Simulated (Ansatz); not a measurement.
# ZnPS3 (C2/m): the LDA gap against the k mesh of the density

How far can the k mesh of the density be lowered for the gap of ZnPS3 (C2/m)?

Calculated with Ansatz 0.2.0; DFT, LDA, plane waves, PAW.

### 1. Set-up

It takes space group C2/m (No. 12, monoclinic). The conventional cell has a = 5.848 Å, b = 10.138 Å, c = 6.591 Å, α = 90.00°, β = 107.03°, γ = 90.00°. Zn has 6 S at 2.50 to 2.51 Å nearest. Nearest to P lie 3 S at 2.03 Å and 1 P at 2.19 Å. S has 1 P at 2.03 Å and 2 Zn at 2.50 Å nearest. Nearest to S lie 1 P at 2.03 Å and 2 Zn at 2.51 Å. Farther neighbours, and contacts between anions beyond the nearest, are not listed.

The structure was relaxed with LDA. The runs that relaxed it are not among those shown. The default PAW set here is soft_2. Its files were made with PBE.

### 2. k mesh of the density: 2×2×2

Contents of input.yaml:

```yaml
crystal:
  lattice:
    - [2.9240690911, -5.068857761, 0.0003371582]
    - [2.9240690911, 5.068857761, 0.0003371582]
    - [-1.9310533625, 0.0, 6.3013118549]
  atoms:
    - { symbol: Zn, position: [0.6674069794, 0.3325930206, 0.0] }
    - { symbol: Zn, position: [0.3325930206, 0.6674069794, 0.0] }
    - { symbol: P, position: [0.9420055719, 0.9420055719, 0.8265363257] }
    - { symbol: P, position: [0.0579944281, 0.0579944281, 0.1734636743] }
    - { symbol: S, position: [0.5801601651, 0.9164309796, 0.7487702062] }
    - { symbol: S, position: [0.0835690204, 0.4198398349, 0.2512297938] }
    - { symbol: S, position: [0.7466137585, 0.7466137585, 0.2506205515] }
    - { symbol: S, position: [0.2533862415, 0.2533862415, 0.7493794485] }
    - { symbol: S, position: [0.4198398349, 0.0835690204, 0.2512297938] }
    - { symbol: S, position: [0.9164309796, 0.5801601651, 0.7487702062] }
kpoints:
  mp_grid: { grid: [2, 2, 2] }
  band_path:
    path:
      - [0.0, 0.0, 0.0]
      - [-0.5, 0.5, 0.0]
      - [-0.5, 0.5, 0.5]
      - [0.0, 0.0, 0.5]
      - [-0.5, 0.0, 0.5]
      - [-0.5, 0.0, 0.0]
      - [0.3333333333, 0.3333333333, -0.5]
      - [0.3333333333, 0.3333333333, 0.25]
    npoints: 1
hamiltonian:
  xc: lda
scf:
  occupations: { method: fixed }
  n_extra_bands: 7
output:
  eigenvalues: true
  forces: true
  stress: true
```

Launch:

```sh
> ansatz run input.yaml --threads 4 --pin off --max-ram 18432MiB --backend cpu --events-out ev --progress --plain --runs-dir out
```

What it wrote:

```text
scf.n_extra_bands = 7 over 35 filled bands (N_el = 70.0): the run solves 42 bands
Engine: ansatz 0.2.0, aarch64-unknown-linux-gnu
Pseudopotentials: kind: paw
Pseudopotential: Zn, paw, valence charge 12, recommended cutoff 420 eV (normal), Zn.paw.azcp
Pseudopotential: P, paw, valence charge 5, recommended cutoff 420 eV (normal), P.paw.azcp
Pseudopotential: S, paw, valence charge 6, recommended cutoff 420 eV (normal), S.paw.azcp
Functional definition: SPW92
  exchange = slater_x
  correlation = pw_c
Crystal: 10 atoms, lattice volume = 186.799 Å³
Basis set: ecut = 420 eV, 3641 PW (Γ)
Bands: 42, of which v1, the nominal top of the filled ones, is band 35 counted from 1 (34 counted from 0)
Symmetry: 4 space group operations
Space group: C2/m (ITA 12), of the structure as read, at distance tolerance 5.7e-5 Å
k-points: 6 of 8
Non-local potential: Zn, projectors of the file, l = 0: 2, l = 1: 2, l = 2: 3, l = 3: 1
Non-local potential: P, projectors of the file, l = 0: 2, l = 1: 2, l = 2: 2
Non-local potential: S, projectors of the file, l = 0: 2, l = 1: 2, l = 2: 2
PAW form: soft (Blöchl's): semilocal exchange-correlation on the pseudo side does not see the compensation charge
PAW frozen core: Zn, regenerated for the run's functional, and the local potential with it (the file was generated under x = pbe(κ = 0.804, μ = 0.219515), c = pbe(β = 0.066725))
PAW frozen core: P, regenerated for the run's functional, and the local potential with it (the file was generated under x = pbe(κ = 0.804, μ = 0.219515), c = pbe(β = 0.066725))
PAW frozen core: S, regenerated for the run's functional, and the local potential with it (the file was generated under x = pbe(κ = 0.804, μ = 0.219515), c = pbe(β = 0.066725))
PAW one-centre angular grid: Zn, 590 points (default); XC on 64 Gauss nodes
PAW one-centre angular grid: P, 110 points (default); XC on 64 Gauss nodes
PAW one-centre angular grid: S, 110 points (default); XC on 64 Gauss nodes
Initial density: superposition of atomic densities (neutral atoms: chi_scale 0, normalization atom), corrected by the library's trained network
Initial wavefunctions: pseudopotential atomic-orbital guess
Functional: x = slater, c = lda
SCF iter   1: F=—  HF=-13165.738166 eV  |F-HF|=—  |Δ(HF+E_count)|=         —  Δρ=6.16e-3  dr2=6.08e-2  ethr=1.77e-3  ⟨swp⟩=6.0  Hψ=1118  notcnv=0  defer=28
preconditioner: auto → Resta (q_TF=auto, 2.317 Å⁻¹)  ε∞=6.6  [insulator: Δε(μ)=2.104 eV  Ē_g=9.590 eV  n_scr=38 (ndim 8)  ℏωp=22.7 eV  f_vac=0.015  ε∞_Penn≈6.6]
SCF iter   2: F=—  HF=-13165.723961 eV  |F-HF|=—  |Δ(HF+E_count)|=   1.42e-2  Δρ=3.09e-3  dr2=1.60e-2  ethr=8.68e-5  ⟨swp⟩=2.2  Hψ=469  notcnv=0  defer=30
SCF iter   3: F=—  HF=-13165.721165 eV  |F-HF|=—  |Δ(HF+E_count)|=   2.80e-3  Δρ=1.80e-3  dr2=3.57e-3  ethr=2.28e-5  ⟨swp⟩=2.8  Hψ=426  notcnv=0  defer=30
SCF iter   4: F=—  HF=-13165.719276 eV  |F-HF|=—  |Δ(HF+E_count)|=   1.89e-3  Δρ=3.19e-4  dr2=2.66e-4  ethr=5.10e-6  ⟨swp⟩=2.2  Hψ=421  notcnv=0  defer=30
SCF iter   5: F=—  HF=-13165.719247 eV  |F-HF|=—  |Δ(HF+E_count)|=   2.93e-5  Δρ=1.29e-4  dr2=4.25e-5  ethr=3.81e-7  ⟨swp⟩=2.0  Hψ=413  notcnv=0  defer=28
SCF iter   6: F=—  HF=-13165.719271 eV  |F-HF|=—  |Δ(HF+E_count)|=   2.40e-5  Δρ=4.12e-5  dr2=5.04e-6  ethr=6.07e-8  ⟨swp⟩=2.2  Hψ=402  notcnv=0  defer=28
SCF iter   7: F=—  HF=-13165.719272 eV  |F-HF|=—  |Δ(HF+E_count)|=   1.32e-6  Δρ=9.03e-6  dr2=2.71e-7  ethr=7.19e-9  ⟨swp⟩=2.3  Hψ=424  notcnv=0  defer=28
SCF iter   8: F=-13165.719272 eV  HF=-13165.719272 eV  |F-HF|=3.60e-9  |Δ(HF+E_count)|=   6.48e-8  Δρ=1.80e-6  dr2=9.60e-9  ethr=1.43e-10  ⟨swp⟩=15.0  Hψ=1511  notcnv=0
SCF 1 converged in 8 iterations: F = -13165.719272 eV  dr2 = 9.60e-9
[...]
NSCF: frozen V_eff on 8 k-points
SCF converged after 8 iterations
Free energy (F): -13165.719272 eV
Harris-Foulkes:  -13165.719272 eV  (|F-HF|=3.60e-9)
Internal energy: -13165.719272 eV  (E = F + TS)
E sigma→0 (E₀):  -13165.719272 eV
Fermi energy:    6.161465 eV
--- Per-component energies (eV) ---
  E_band       = 7.745490
  E_kinetic    = 1058.117507
  E_local      = -5444.135831  (includes V_loc(G=0)·N_el)
  E_nonlocal   = 1485.075658
  E_hartree    = 2260.677794
  E_xc         = -973.637352
  E_vxc        = -758.897272  (∫ρ·V_xc dr)
  E_paw        = -8010.067714  (= ΣΔE_a)
  E_vpaw       = -853.772031  (= ΣTr[D̂ρ^β])
  E_aug_tail   = -0.000723  (compensation charges beyond the density's cutoff)
  E_ewald      = -3546.016783
  E_core_change = 4.268171  (= ΣΔE_core)
  E_smearing   = -0.000000  (= −TS)
  E_closure    = 0.000000  (closes the sum)
  Σ components = -13165.719272   (vs F -13165.719272, Δ=0.00e0)
--- Forces (eV/Å), atoms counted from 1 ---
  atom   1  Zn    -0.00000000    -0.00520892     0.00000000
  atom   2  Zn     0.00000000     0.00520892    -0.00000000
  atom   3  P      0.02524886     0.00000000    -0.07083097
  atom   4  P     -0.02524886    -0.00000000     0.07083097
  atom   5  S     -0.00929475     0.05152804     0.02648838
  atom   6  S      0.00929475     0.05152804    -0.02648838
  atom   7  S     -0.01351630     0.00000000    -0.01642637
  atom   8  S      0.01351630     0.00000000     0.01642637
  atom   9  S      0.00929475    -0.05152804    -0.02648838
  atom  10  S     -0.00929475    -0.05152804     0.02648838
  max |Σ_I F_I| component: 0.00e0 eV/Å
--- Stress (GPa, compression-positive) ---
       -0.001428      -0.000000       0.033476
       -0.000000       0.077975      -0.000000
        0.033476      -0.000000       0.294295
  P = ⅓ Tr σ = 0.1236 GPa (1.236 kbar)
--- Band table (eV; the first three rows and the last of 6) ---
  k-point 0: bands = [... 31 lower, 5.2969, 5.3824, 5.7989, 5.8491, 8.2923, 9.4102, 9.5132, 9.8255, ... 3 higher]
  k-point 1: bands = [... 31 lower, 5.2301, 5.3080, 5.8653, 5.9305, 8.7734, 9.3956, 9.6508, 9.7629, ... 3 higher]
  k-point 2: bands = [... 31 lower, 5.0481, 5.1377, 5.5587, 5.9739, 8.9085, 9.1292, 9.4895, 9.5338, ... 3 higher]
  k-point 5: bands = [... 31 lower, 4.4889, 5.2382, 5.6962, 5.8055, 8.9645, 9.1426, 9.4856, 9.7021, ... 3 higher]
```

Run time: 1.6 s. Hardware: 4 threads of Arm Neoverse V1, shared host; peak memory 0.5 GiB.

The column dr2 measures how far the density is from self-consistency, as an energy; F and HF (Harris–Foulkes) agree once it is small.

Read from the output:

* pressure: 0.1236 GPa
* gap: 1.964 eV
* valence top at: k = (0.333, 0.333, -0.500)
* conduction bottom at: Γ
* least direct gap: 2.210 eV

The gap is indirect, with the least direct gap 0.25 eV higher.

### 3. k mesh of the density: 6×6×4 (the default)

input.yaml, the sections that differ from step 2:

```yaml
kpoints:
  mp_grid: { grid: [6, 6, 4] }
  band_path:
    path:
      - [[0.0, 0.0, 0.0], [-0.5, 0.5, 0.0], [-0.5, 0.5, 0.5], [0.0, 0.0, 0.5], [0.0, 0.0, 0.0]]
      - [[-0.5, 0.0, 0.5], [0.0, 0.0, 0.0], [-0.5, 0.0, 0.0]]
    npoints: 10
scf:
  occupations: { method: fermi_dirac, width: 0.02 }
  n_extra_bands: 7
output:
  eigenvalues: true
  forces: true
  stress: true
  write_density: true
  write_potential: true
  elf: true
  volumetric_format: npy
# crystal, hamiltonian: as in step 2
```

What it wrote:

```text
[...]
Crystal: 10 atoms, lattice volume = 186.799 Å³
Basis set: ecut = 420 eV, 3641 PW (Γ)
Bands: 42, of which v1, the nominal top of the filled ones, is band 35 counted from 1 (34 counted from 0)
[... 1 set-up line as in the run before ...]
[...]
k-points: 47 of 144
[...]
k-point 0: bands = [... 31 lower, 5.2861, 5.3713, 5.7875, 5.8376, 8.2932, 9.4089, 9.5146, 9.8316, ... 3 higher]
  k-point 1: bands = [... 31 lower, 5.2862, 5.2871, 5.8422, 5.8566, 8.5697, 9.4547, 9.8115, 9.8362, ... 3 higher]
  k-point 2: bands = [... 31 lower, 5.2190, 5.2974, 5.8538, 5.9189, 8.7753, 9.4009, 9.6526, 9.7598, ... 3 higher]
  k-point 46: bands = [... 31 lower, 4.4780, 5.2270, 5.6935, 5.7907, 8.9618, 9.1373, 9.4835, 9.7067, ... 3 higher]
[key lines of the parts left out:]
SCF converged after 8 iterations
Free energy (F): -13165.886091 eV
Fermi energy:    7.315132 eV
P = ⅓ Tr σ = -0.0010 GPa (-0.010 kbar)
```

Elapsed: 13 s, on 4 threads; peak memory 0.72 GiB.

This step gave:

```yaml
pressure: -0.001009 GPa
gap: 1.980 eV
valence_top_at: k = (0.333, 0.333, -0.500)
conduction_bottom_at: Γ
least_direct_gap: 2.223 eV
```

The gap is 1.980 eV, +0.016 eV from the run before at this level.

### 4. k mesh of the density: 8×8×6

input.yaml, the sections that differ from step 3:

```yaml
kpoints:
  mp_grid: { grid: [8, 8, 6] }
  band_path:
    path:
      - [0.0, 0.0, 0.0]
      - [-0.5, 0.5, 0.0]
      - [-0.5, 0.5, 0.5]
      - [0.0, 0.0, 0.5]
      - [-0.5, 0.0, 0.5]
      - [-0.5, 0.0, 0.0]
      - [0.3333333333, 0.3333333333, -0.5]
      - [0.3333333333, 0.3333333333, 0.25]
    npoints: 1
scf:
  occupations: { method: fixed }
  n_extra_bands: 7
output:
  eigenvalues: true
  forces: true
  stress: true
# crystal, hamiltonian: as in step 3
```

What it wrote:

```text
[...]
Crystal: 10 atoms, lattice volume = 186.799 Å³
Basis set: ecut = 420 eV, 3641 PW (Γ)
Bands: 42, of which v1, the nominal top of the filled ones, is band 35 counted from 1 (34 counted from 0)
[... 1 set-up line as in the run before ...]
[...]
k-points: 114 of 384
[...]
k-point 0: bands = [... 31 lower, 5.2861, 5.3713, 5.7875, 5.8377, 8.2932, 9.4089, 9.5146, 9.8316, ... 3 higher]
  k-point 1: bands = [... 31 lower, 5.2839, 5.3244, 5.8273, 5.8380, 8.4424, 9.4326, 9.6991, 9.8226, ... 3 higher]
  k-point 2: bands = [... 31 lower, 5.2529, 5.2917, 5.8483, 5.8849, 8.6807, 9.4681, 9.7358, 9.7624, ... 3 higher]
  k-point 113: bands = [... 31 lower, 4.4781, 5.2270, 5.6936, 5.7907, 8.9618, 9.1373, 9.4835, 9.7067, ... 3 higher]
[key lines of the parts left out:]
SCF converged after 8 iterations
Free energy (F): -13165.886051 eV
Fermi energy:    6.261455 eV
P = ⅓ Tr σ = -0.0003 GPa (-0.003 kbar)
```

Elapsed: 20 s, on 4 threads; peak memory 0.93 GiB; 80 s of CPU time.

Numbers from this step:

* pressure: -2.64e-4 GPa
* gap: 1.980 eV
* valence top at: k = (0.333, 0.333, -0.500)
* conduction bottom at: Γ
* least direct gap: 2.223 eV

The gap is 1.980 eV, as in the run before at this level.

### 5. The series

Differences are against the last row; a negative gap means that bands overlap, and a run with a band path holds that path's time. Times are wall times on 4 threads of Arm Neoverse V1, shared host, good to a factor of about two.

| k mesh of the density | gap (eV) | direct gap (eV) | gap error (eV) | energy error (meV/atom) | irreducible k | time |
| --- | --- | --- | --- | --- | --- | --- |
| 2×2×2 | 1.964 | 2.210 | −0.016 | +16.7 | 6 | 1.6 s |
| 6×6×4 | 1.980 | 2.223 | +0.000 | +0.0 | 47 | 13 s |
| 8×8×6 | 1.980 | 2.223 | +0.000 | +0.0 | 114 | 20 s |

### 6. Summary of results

* 2×2×2: 1.964 eV
* 6×6×4: 1.980 eV
* 8×8×6: 1.980 eV

**Reading.** The gap holds to 0.02 eV from 2×2×2 on, the cheapest setting tried. At 2×2×2 the gap is off by −0.016 eV and the energy by +17 meV/atom. The gap is read over the mesh and added points near the edges, so meshes differ mainly through the density and, for a hybrid, the exchange operator.

[Long decimals in the printed logs are rounded to 6 places.]

[Logs are printed without paths, hosts, clocks, repeated set-up lines and the standing remarks that a program may print on its own settings, such as how far it seeks lower states.]

[Paths, hosts, dates, memory and timing lines, banners, echoed tables and standing remarks are left out of the program output; an Ansatz launch command may be rebuilt from the run's recorded settings. Measured values are a selection of at most five: reports struck by readers or far from the other reports are left out. None is set beside runs whose start may be inverted or whose files or cutoffs have a known fault.]

[Runs of the session that timed out or met a known fault of the program may be left out.]

[Cells called generated may have been cut or substituted from an entry of the Crystallography Open Database or the Materials Project.]

[Hosts, paths, dates, database ids (printed as entryN), source tags and the programs' standing remarks are cut or masked in the printed files.]

[Where the starting crystal was built by hand or by swapping elements, it need not be the compound's stable phase.]
